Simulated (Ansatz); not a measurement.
# How fast states decay through IF

A new crystal, IF: structure, gap and complex bands. It is built by putting I for Cl, F for Br in the BrCl structure of space group Cmc2_1, with the volume rescaled by atomic radii. The parent structure comes from the Materials Project.

Program: Ansatz 0.2.0. Level of theory: PBEsol DFT, plane waves, PAW files, in the first sound run; inputs show where later runs differ. Results are calculated unless marked as measured.

The structure was built from a prototype and need not be the compound's stable phase.

### 1. The starting structure

It takes space group Cmc2_1 (No. 36, orthorhombic). The conventional cell has a = 7.658 Å, b = 4.785 Å, c = 7.440 Å, α = 90.00°, β = 90.00°, γ = 90.00°. Nearest to F lie 2 I at 2.26 to 2.33 Å. Nearest to I lie 2 F at 2.26 to 2.33 Å. It derives from BrCl. I for Cl, F for Br in the BrCl structure of space group Cmc2_1. Farther neighbours and most contacts between anions are not listed.

### 2. Relaxing the new crystal

The substituted atoms don't fit the parent's cell, so cell and atoms relax together. A small smearing keeps the run stable in case the gap closes on the way.

The input, input.yaml:

```yaml
crystal:
  lattice:
    - [3.8291715339, -2.3923846714, 0.0]
    - [3.8291715339, 2.3923846714, 0.0]
    - [0.0, 0.0, 7.4396109127]
  atoms:
    - { symbol: F, position: [0.006143, 0.993857, 0.626524] }
    - { symbol: F, position: [0.993857, 0.006143, 0.126524] }
    - { symbol: I, position: [0.717494, 0.282506, 0.373476] }
    - { symbol: I, position: [0.282506, 0.717494, 0.873476] }
kpoints:
  mp_grid: { grid: [6, 6, 4] }
scf:
  occupations: { method: gaussian, width: 0.03 }
hamiltonian:
  xc: pbesol
output:
  forces: true
  stress: true
relax:
  f_tol: 0.02
  max_steps: 60
  cell: {}
```

The run is started by

```sh
> ansatz run input.yaml --threads 2 --pin off --max-ram 4096MiB --backend cpu --events-out ev --progress --plain --runs-dir out
```

Numbers of over 12 decimals in the logs are rounded to 6 here.

The log of the run:

```text
Engine: ansatz 0.2.0, x86_64-unknown-linux-gnu
Pseudopotentials: kind: paw
Pseudopotential: F, paw, valence charge 7, recommended cutoff 420 eV (normal), F.paw.azcp
Pseudopotential: I, paw, valence charge 17, recommended cutoff 420 eV (normal), I.paw.azcp
Functional definition: PBEsol
  exchange = pbesol_x
  correlation = pbesol_c
Crystal: 4 atoms, lattice volume = 136.306 Å³
Basis set: ecut = 420 eV, 2675 PW (Γ), exchange–correlation on 64×64×100 points (8 copies of the dense FFT grid, shifted against one another)
Bands: 29, of which v1, the nominal top of the filled ones, is band 24 counted from 1 (23 counted from 0)
Symmetry: 4 space group operations
Space group: Cmc21 (ITA 36), of the structure as read, at distance tolerance 5.1e-5 Å
k-points: 39 of 144 (time reversal used)
Non-local potential: F, projectors of the file, l = 0: 2, l = 1: 2, l = 2: 1
Non-local potential: I, projectors of the file, l = 0: 2, l = 1: 2, l = 2: 2, l = 3: 2
PAW form: soft (Blöchl's): semilocal exchange-correlation on the pseudo side does not see the compensation charge
PAW frozen core: F, regenerated for the run's functional, and the local potential with it (the file was generated under x = pbe(κ = 0.804, μ = 0.219515), c = pbe(β = 0.066725))
PAW frozen core: I, regenerated for the run's functional, and the local potential with it (the file was generated under x = pbe(κ = 0.804, μ = 0.219515), c = pbe(β = 0.066725))
PAW one-centre angular grid: F, 110 points (default); XC on 64 Gauss nodes
PAW one-centre angular grid: I, 590 points (default); XC on 64 Gauss nodes
Initial density: superposition of atomic densities (neutral atoms: chi_scale 0, normalization atom), corrected by the library's trained network
Initial wavefunctions: pseudopotential atomic-orbital guess
Functional: x = pbesol(κ = 0.804, μ = 0.123457), c = pbesol(β = 0.046)
SCF iter   1: F=—  HF=-16461.321780 eV  |F-HF|=—  |Δ(HF+E_count)|=         —  Δρ=1.48e-2  dr2=1.96e-1  ethr=1.77e-3  ⟨swp⟩=7.7  Hψ=5679  notcnv=0
preconditioner: auto → Resta (q_TF=auto, 2.293 Å⁻¹)  ε∞=3.8  [insulator: Δε(μ)=0.798 eV  Ē_g=9.234 eV  σ=0.030 eV  W_gap=1.00  n_scr=30 (ndim 8)  ℏωp=15.6 eV  f_vac=0.266  D(μ)=0.00/eV (n_scr^D=0)  ε∞_Penn≈3.8]
SCF iter   2: F=—  HF=-16461.290577 eV  |F-HF|=—  |Δ(HF+E_count)|=   3.12e-2  Δρ=7.29e-3  dr2=4.88e-2  ethr=4.09e-4  ⟨swp⟩=3.0  Hψ=2225  notcnv=0  defer=39
SCF iter   3: F=—  HF=-16461.280358 eV  |F-HF|=—  |Δ(HF+E_count)|=   1.02e-2  Δρ=1.74e-3  dr2=2.51e-3  ethr=1.02e-4  ⟨swp⟩=2.8  Hψ=1902  notcnv=0  defer=39
SCF iter   4: F=—  HF=-16461.280108 eV  |F-HF|=—  |Δ(HF+E_count)|=   2.51e-4  Δρ=2.27e-4  dr2=9.02e-5  ethr=5.22e-6  ⟨swp⟩=2.0  Hψ=1718  notcnv=0  defer=39
SCF iter   5: F=—  HF=-16461.280142 eV  |F-HF|=—  |Δ(HF+E_count)|=   3.41e-5  Δρ=1.01e-4  dr2=1.30e-5  ethr=1.88e-7  ⟨swp⟩=2.0  Hψ=2031  notcnv=0  defer=39
SCF iter   6: F=—  HF=-16461.280146 eV  |F-HF|=—  |Δ(HF+E_count)|=   4.07e-6  Δρ=3.64e-5  dr2=2.12e-6  ethr=2.70e-8  ⟨swp⟩=2.0  Hψ=2029  notcnv=0  defer=39
SCF iter   7: F=—  HF=-16461.280149 eV  |F-HF|=—  |Δ(HF+E_count)|=   3.33e-6  Δρ=7.60e-6  dr2=1.39e-7  ethr=4.41e-9  ⟨swp⟩=2.0  Hψ=1465  notcnv=0  defer=39
SCF iter   8: F=-16461.280149 eV  HF=-16461.280149 eV  |F-HF|=1.20e-8  |Δ(HF+E_count)|=   3.56e-7  Δρ=2.82e-6  dr2=9.57e-9  ethr=2.08e-10  ⟨swp⟩=5.0  Hψ=3889  notcnv=0
SCF 1 converged in 8 iterations: F = -16461.280149 eV  dr2 = 9.57e-9
  greatest PAW one-centre occupation: 0.999 electrons in one spin orbital (limit 2), on the I atom at site 3 (counted from 0), in its partial waves of l = 2
relax step   1: F+E_penalty+E_count = -16461.28014938 eV  Δ(F+E_penalty+E_count) = +0.000e0 eV  max|allowed force component| = 4.115e-1 eV/Å  Δτ_max = 0.0000 Å  P = -1.967 GPa  Ω = 136.306 Å³  (8 SCF iters, dr2 threshold 1.00e-7 eV, accepted)
Crystal: 4 atoms, lattice volume = 127.553 Å³
Basis set: ecut = 420 eV, 2507 PW (Γ), exchange–correlation on 64×64×100 points (8 copies of the dense FFT grid, shifted against one another)
Initial density: handed on by an earlier stage of this run
Initial wavefunctions: those handed on with the density
iter 1 solved again at ethr=1.35e-4 eV; its pass at ethr=3.10e-3 eV (dr2=6.48e-2 eV) is discarded
SCF iter   1: F=—  HF=-16461.381928 eV  |F-HF|=—  |Δ(HF+E_count)|=         —  Δρ=6.43e-3  dr2=6.60e-2  ethr=1.35e-4  ⟨swp⟩=1.9  Hψ=6233  notcnv=0
preconditioner: auto → Resta (q_TF=auto, 2.318 Å⁻¹)  ε∞=3.8  [insulator: Δε(μ)=0.845 eV  Ē_g=9.544 eV  σ=0.030 eV  W_gap=1.00  n_scr=22 (ndim 8)  ℏωp=16.1 eV  f_vac=0.235  D(μ)=0.00/eV (n_scr^D=0)  ε∞_Penn≈3.8]
SCF iter   2: F=—  HF=-16461.367114 eV  |F-HF|=—  |Δ(HF+E_count)|=   1.48e-2  Δρ=4.42e-3  dr2=1.14e-2  ethr=1.35e-4  ⟨swp⟩=3.1  Hψ=1809  notcnv=0
SCF iter   3: F=—  HF=-16461.364508 eV  |F-HF|=—  |Δ(HF+E_count)|=   2.61e-3  Δρ=1.35e-3  dr2=3.06e-3  ethr=2.37e-5  ⟨swp⟩=2.0  Hψ=2053  notcnv=0  defer=20
SCF iter   4: F=—  HF=-16461.363835 eV  |F-HF|=—  |Δ(HF+E_count)|=   6.73e-4  Δρ=6.41e-4  dr2=7.35e-4  ethr=6.37e-6  ⟨swp⟩=1.0  Hψ=1111  notcnv=0  defer=20
SCF iter   5: F=—  HF=-16461.363690 eV  |F-HF|=—  |Δ(HF+E_count)|=   1.45e-4  Δρ=1.45e-4  dr2=3.77e-5  ethr=1.53e-6  ⟨swp⟩=2.8  Hψ=1632  notcnv=0  defer=20
SCF iter   6: F=—  HF=-16461.363697 eV  |F-HF|=—  |Δ(HF+E_count)|=   6.75e-6  Δρ=3.40e-5  dr2=1.87e-6  ethr=7.86e-8  ⟨swp⟩=2.2  Hψ=1683  notcnv=0  defer=20
SCF iter   7: F=-16461.363699 eV  HF=-16461.363699 eV  |F-HF|=6.18e-8  |Δ(HF+E_count)|=   1.74e-6  Δρ=8.11e-6  dr2=6.78e-8  ethr=8.33e-10  ⟨swp⟩=5.7  Hψ=4184  notcnv=0
SCF 2 converged in 7 iterations: F = -16461.363699 eV  dr2 = 6.78e-8
  greatest PAW one-centre occupation: 0.999 electrons in one spin orbital (limit 2), on the I atom at site 2 (counted from 0), in its partial waves of l = 2
relax step   2: F+E_penalty+E_count = -16461.36369871 eV  Δ(F+E_penalty+E_count) = -8.355e-2 eV  max|allowed force component| = 2.168e-1 eV/Å  Δτ_max = 0.0131 Å  P = +0.056 GPa  Ω = 127.553 Å³  energy of the carried Pulay correction = +1.235e-2 eV  (7 SCF iters, dr2 threshold 4.00e-7 eV, accepted)
Crystal: 4 atoms, lattice volume = 120.869 Å³
Basis set: ecut = 420 eV, 2381 PW (Γ), exchange–correlation on 64×64×100 points (8 copies of the dense FFT grid, shifted against one another)
iter 1 solved again at ethr=1.44e-4 eV; its pass at ethr=3.10e-3 eV (dr2=6.91e-2 eV) is discarded
SCF iter   1: F=—  HF=-16461.447542 eV  |F-HF|=—  |Δ(HF+E_count)|=         —  Δρ=9.44e-3  dr2=7.30e-2  ethr=1.44e-4  ⟨swp⟩=1.6  Hψ=6364  notcnv=0
[...]
relax step  21: F+E_penalty+E_count = -16462.99469395 eV  Δ(F+E_penalty+E_count) = -1.389e-1 eV  max|allowed force component| = 1.676e-2 eV/Å  Δτ_max = 0.0000 Å  P = +1.641 GPa  Ω = 91.627 Å³  stress off target by 4.84e0 GPa  SCF on the basis re-selected at this cell (its energy is not comparable with the rows above)  (8 SCF iters)
relax step  22: F+E_penalty+E_count = -16463.06245412 eV  Δ(F+E_penalty+E_count) = -6.776e-2 eV  max|allowed force component| = 1.792e-2 eV/Å  Δτ_max = 0.0320 Å  P = +0.966 GPa  Ω = 93.423 Å³  energy of the carried Pulay correction = -3.585e-3 eV  (6 SCF iters, dr2 threshold 4.00e-7 eV, accepted)
relax step  23: F+E_penalty+E_count = -16463.08629669 eV  Δ(F+E_penalty+E_count) = -2.384e-2 eV  max|allowed force component| = 6.193e-2 eV/Å  Δτ_max = 0.0293 Å  P = +0.237 GPa  Ω = 95.720 Å³  energy of the carried Pulay correction = -8.045e-3 eV  (6 SCF iters, dr2 threshold 4.00e-7 eV, accepted)
relax step  24: F+E_penalty+E_count = -16463.08680147 eV  Δ(F+E_penalty+E_count) = -5.048e-4 eV  max|allowed force component| = 4.959e-2 eV/Å  Δτ_max = 0.0131 Å  P = +0.074 GPa  Ω = 96.303 Å³  energy of the carried Pulay correction = -9.109e-3 eV  (5 SCF iters, dr2 threshold 4.00e-7 eV, accepted)
relax step  25: F+E_penalty+E_count = -16463.08710378 eV  Δ(F+E_penalty+E_count) = -3.023e-4 eV  max|allowed force component| = 9.963e-3 eV/Å  Δτ_max = 0.0034 Å  P = -0.006 GPa  Ω = 96.274 Å³  energy of the carried Pulay correction = -9.047e-3 eV  (5 SCF iters, dr2 threshold 1.54e-7 eV, accepted)
relax step  26: F+E_penalty+E_count = -16463.11205013 eV  Δ(F+E_penalty+E_count) = -2.495e-2 eV  max|allowed force component| = 1.232e-2 eV/Å  Δτ_max = 0.0000 Å  P = +0.392 GPa  Ω = 96.274 Å³  stress off target by 8.94e-1 GPa  SCF on the basis re-selected at this cell (its energy is not comparable with the rows above)  (8 SCF iters)
relax step  27: F+E_penalty+E_count = -16463.11501339 eV  Δ(F+E_penalty+E_count) = -2.963e-3 eV  max|allowed force component| = 8.113e-3 eV/Å  Δτ_max = 0.0171 Å  P = +0.209 GPa  Ω = 97.906 Å³  energy of the carried Pulay correction = -3.296e-3 eV  (6 SCF iters, dr2 threshold 4.00e-7 eV, accepted)
relax step  28: F+E_penalty+E_count = -16463.10885660 eV  Δ(F+E_penalty+E_count) = +6.157e-3 eV  max|allowed force component| = 1.333e-1 eV/Å  Δτ_max = 0.0072 Å  P = -0.551 GPa  Ω = 99.502 Å³  energy of the carried Pulay correction = -6.992e-3 eV  (5 SCF iters, dr2 threshold 3.91e-7 eV, rejected (line search))
relax step  29: F+E_penalty+E_count = -16463.11470814 eV  Δ(F+E_penalty+E_count) = +3.052e-4 eV  max|allowed force component| = 6.012e-3 eV/Å  Δτ_max = 0.0038 Å  P = +0.144 GPa  Ω = 98.374 Å³  energy of the carried Pulay correction = -4.328e-3 eV  (9 SCF iters, accepted)
relax step  30: F+E_penalty+E_count = -16463.11282533 eV  Δ(F+E_penalty+E_count) = +1.883e-3 eV  max|allowed force component| = 9.001e-4 eV/Å  Δτ_max = 0.0094 Å  P = +0.009 GPa  Ω = 99.508 Å³  energy of the carried Pulay correction = -7.014e-3 eV  (5 SCF iters, dr2 threshold 1.94e-7 eV, accepted)
relax step  31: F+E_penalty+E_count = -16463.12087902 eV  Δ(F+E_penalty+E_count) = -8.054e-3 eV  max|allowed force component| = 1.088e-3 eV/Å  Δτ_max = 0.0000 Å  P = +0.051 GPa  Ω = 99.508 Å³  stress off target by 1.37e-1 GPa  SCF on the basis re-selected at this cell (its energy is not comparable with the rows above)  (8 SCF iters)
relax step  32: F+E_penalty+E_count = -16463.12002744 eV  Δ(F+E_penalty+E_count) = +8.516e-4 eV  max|allowed force component| = 2.110e-3 eV/Å  Δτ_max = 0.0045 Å  P = +0.012 GPa  Ω = 100.114 Å³  energy of the carried Pulay correction = -1.159e-3 eV  (6 SCF iters, dr2 threshold 4.70e-8 eV, accepted)
iter 1 solved again at ethr=3.86e-7 eV; its pass at ethr=3.10e-3 eV (dr2=1.85e-4 eV) is discarded
SCF iter   1: F=—  HF=-16463.119672 eV  |F-HF|=—  |Δ(HF+E_count)|=         —  Δρ=2.75e-4  dr2=2.23e-6  ethr=3.86e-7  ⟨swp⟩=3.1  Hψ=8983  notcnv=0
preconditioner: auto → Resta (q_TF=auto, 2.414 Å⁻¹)  ε∞=4.2  [insulator: Δε(μ)=0.586 eV  Ē_g=10.131 eV  σ=0.030 eV  W_gap=1.00  n_scr=22 (ndim 8)  ℏωp=18.2 eV  f_vac=0.155  D(μ)=0.00/eV (n_scr^D=0)  ε∞_Penn≈4.2]
SCF iter   2: F=—  HF=-16463.120830 eV  |F-HF|=—  |Δ(HF+E_count)|=   1.16e-3  Δρ=1.38e-4  dr2=6.56e-7  ethr=4.65e-9  ⟨swp⟩=2.1  Hψ=1696  notcnv=0
SCF iter   3: F=—  HF=-16463.121179 eV  |F-HF|=—  |Δ(HF+E_count)|=   3.49e-4  Δρ=5.06e-5  dr2=1.27e-7  ethr=1.37e-9  ⟨swp⟩=2.0  Hψ=1662  notcnv=0
SCF iter   4: F=—  HF=-16463.121229 eV  |F-HF|=—  |Δ(HF+E_count)|=   5.03e-5  Δρ=4.04e-6  dr2=4.01e-9  ethr=2.65e-10  ⟨swp⟩=2.0  Hψ=1677  notcnv=0
SCF iter   5: F=—  HF=-16463.121229 eV  |F-HF|=—  |Δ(HF+E_count)|=   3.04e-7  Δρ=7.44e-7  dr2=9.85e-10  ethr=8.36e-12  ⟨swp⟩=2.0  Hψ=1590  notcnv=0
SCF iter   6: F=—  HF=-16463.121229 eV  |F-HF|=—  |Δ(HF+E_count)|=   1.67e-9  Δρ=2.61e-7  dr2=1.12e-10  ethr=2.05e-12  ⟨swp⟩=2.0  Hψ=1599  notcnv=0
SCF iter   7: F=-16463.121229 eV  HF=-16463.121229 eV  |F-HF|=1.09e-11  |Δ(HF+E_count)|=  1.78e-10  Δρ=3.87e-8  dr2=1.29e-12  ethr=1.00e-12  ⟨swp⟩=5.1  Hψ=4053  notcnv=0
SCF 33 converged in 7 iterations: F = -16463.121229 eV  dr2 = 1.29e-12
relax step  33: F+E_penalty+E_count = -16463.12122942 eV  Δ(F+E_penalty+E_count) = -1.202e-3 eV  max|allowed force component| = 1.977e-3 eV/Å  Δτ_max = 0.0000 Å  P = +0.018 GPa  Ω = 100.114 Å³  stress off target by 3.96e-2 GPa  SCF on the basis re-selected at this cell (its energy is not comparable with the rows above)  (7 SCF iters)
basis re-selected at this cell: Δ(F+E_penalty+E_count) = -1.202e-3 eV, ΔP = +0.006 GPa vs the last step (what re-selecting the basis moved, of the pressure what is left beyond the Pulay correction that the steps carried, after the strain that the cell walked since its last selection, with what the two solves' SCF thresholds leave and, on support functions, any second-order correction that the steps lacked; it is no m [...]
SCF converged after 7 iterations
Free energy (F): -16463.121229 eV
Harris-Foulkes:  -16463.121229 eV  (|F-HF|=1.09e-11)
Internal energy: -16463.121229 eV  (E = F + TS)
E sigma→0 (E₀):  -16463.121229 eV
Fermi energy:    5.029369 eV
--- Per-component energies (eV) ---
  E_band       = -882.997398
  E_kinetic    = 788.458366
  E_local      = -5317.639793  (includes V_loc(G=0)·N_el)
  E_nonlocal   = -34.573669
  E_hartree    = 2546.351042
  E_xc         = -410.656385
  E_vxc        = -458.173534  (∫ρ·V_xc dr)
  E_paw        = -9853.459699  (= ΣΔE_a)
  E_vpaw       = -953.774772  (= ΣTr[D̂ρ^β])
  E_aug_tail   = 0.003941  (compensation charges beyond the density's cutoff)
  E_ewald      = -4182.514202
  E_core_change = 0.909169  (= ΣΔE_core)
  E_smearing   = -0.000000  (= −TS)
  E_closure    = -0.000000  (closes the sum)
  Σ components = -16463.121229   (vs F -16463.121229, Δ=0.00e0)
--- Forces (eV/Å), atoms counted from 1 ---
  atom   1  F      0.00000000    -0.00141922    -0.00065928
  atom   2  F     -0.00000000     0.00141922    -0.00065928
  atom   3  I      0.00000000     0.00197723     0.00065889
  atom   4  I     -0.00000000    -0.00197723     0.00065889
  max |Σ_I F_I| component: 7.71e-7 eV/Å
--- Stress (GPa, compression-positive) ---
        0.016705       0.000000       0.000000
        0.000000       0.039565       0.000000
        0.000000       0.000000      -0.002613
  P = ⅓ Tr σ = 0.0179 GPa (0.179 kbar)
--- Relaxed structure (29 steps of the walk, 27 accepted, 4 SCFs on fresh bases) ---
  F+E_penalty+E_count = -16463.12122942 eV   max|allowed force component| = 1.977e-3 eV/Å   (the final SCF, on the basis selected at the relaxed cell)
  cell:  # Å, volume = 100.1137 Å³
    - [3.696853, -3.217459, 0]
    - [3.696853, 3.217459, 0]
    - [0, 0, 4.208412]
  atoms:
    - { symbol: F, position: [0.139996, 0.860004, 0.560680] }
    - { symbol: F, position: [0.860004, 0.139996, 0.060680] }
    - { symbol: I, position: [0.663155, 0.336845, 0.439320] }
    - { symbol: I, position: [0.336845, 0.663155, 0.939320] }
```

Run time: 1.8 min. Hardware: 2 threads of Intel Xeon Platinum 8488C (Sapphire Rapids), shared host; peak memory 0.5 GiB; 3.5 min of CPU time.

Step by step (22 of 33):

```csv
step,energy less that of the first step (eV),largest force component (eV/Å),pressure (GPa),volume (Å³)
1,0.0000,0.4115,-1.97,136.31
3,-0.1463,0.3377,0.22,120.87
4,-0.2827,0.5415,0.32,112.95
6,-0.8262,0.3114,1.37,99.73
7,-0.9128,0.4297,0.29,100.79
9,-1.1043,0.3086,0.66,101.59
10,-1.1824,0.1529,0.56,100.78
12,-1.3489,0.5215,-0.26,98.70
13,-1.3199,0.3669,-5.62,97.70
15,-1.5104,0.1815,-0.46,93.22
16,-1.5618,0.2184,0.88,89.49
18,-1.5739,0.0053,-0.31,91.96
19,-1.5756,0.0167,0.07,91.63
21*,-1.7145,0.0168,1.64,91.63
22,-1.7823,0.0179,0.97,93.42
24,-1.8067,0.0496,0.07,96.30
25,-1.8070,0.0100,-0.01,96.27
27,-1.8349,0.0081,0.21,97.91
28,-1.8287,0.1333,-0.55,99.50
30,-1.8327,0.0009,0.01,99.51
31*,-1.8407,0.0011,0.05,99.51
33*,-1.8411,0.0020,0.02,100.11
```

Relaxation steps marked * repeat the geometry before them on a plane-wave basis chosen anew for their cell, so energy and pressure can jump there. Other such steps can lie between the rows shown. Relaxation steps 13, 28 were tried and not accepted.

Forces are held to the 4 operations that the run works with; a distortion that breaks them can't arise in this run.

```csv
cell as run,before,after,change
a (Å),4.515,4.901,+8.5 %
b (Å),4.515,4.901,+8.5 %
c (Å),7.440,4.208,-43.4 %
γ (°),63.99,82.07,+28.2 %
volume (Å³/atom),34.08,25.03,-26.6 %
```

The atoms that moved most (Å, as changes of fractional coordinates times the final cell):

```csv
atom,dx,dy,dz,length
F1,0.000,-0.861,-0.277,0.905
F2,0.000,0.861,-0.277,0.905
I4,0.000,-0.350,0.277,0.446
I3,0.000,0.350,0.277,0.446
```

The relaxed structure:

```xyz
4
Lattice="3.6969 -3.2175 0.0000 3.6969 3.2175 0.0000 0.0000 0.0000 4.2084" Properties=species:S:1:pos:R:3 pbc="T T T"
F     3.6969    2.3166    2.3596
F     3.6969   -2.3166    0.2554
I     3.6969   -1.0499    1.8488
I     3.6969    1.0499    3.9530
```

Numbers from this step:

* free energy: -16463.1212 eV
* Fermi energy: 5.029 eV
* pressure: 0.01789 GPa

The largest force component on a free atom ends at 0.0020 eV/Å.

(Part 1 of 3 ends here.)

[Logs are printed without paths, hosts, clocks, repeated set-up lines and the standing remarks that a program may print on its own settings, such as how far it seeks lower states.]

[Hosts, paths, dates, database ids (printed as entryN), source tags and the programs' standing remarks are cut or masked in the printed files.]
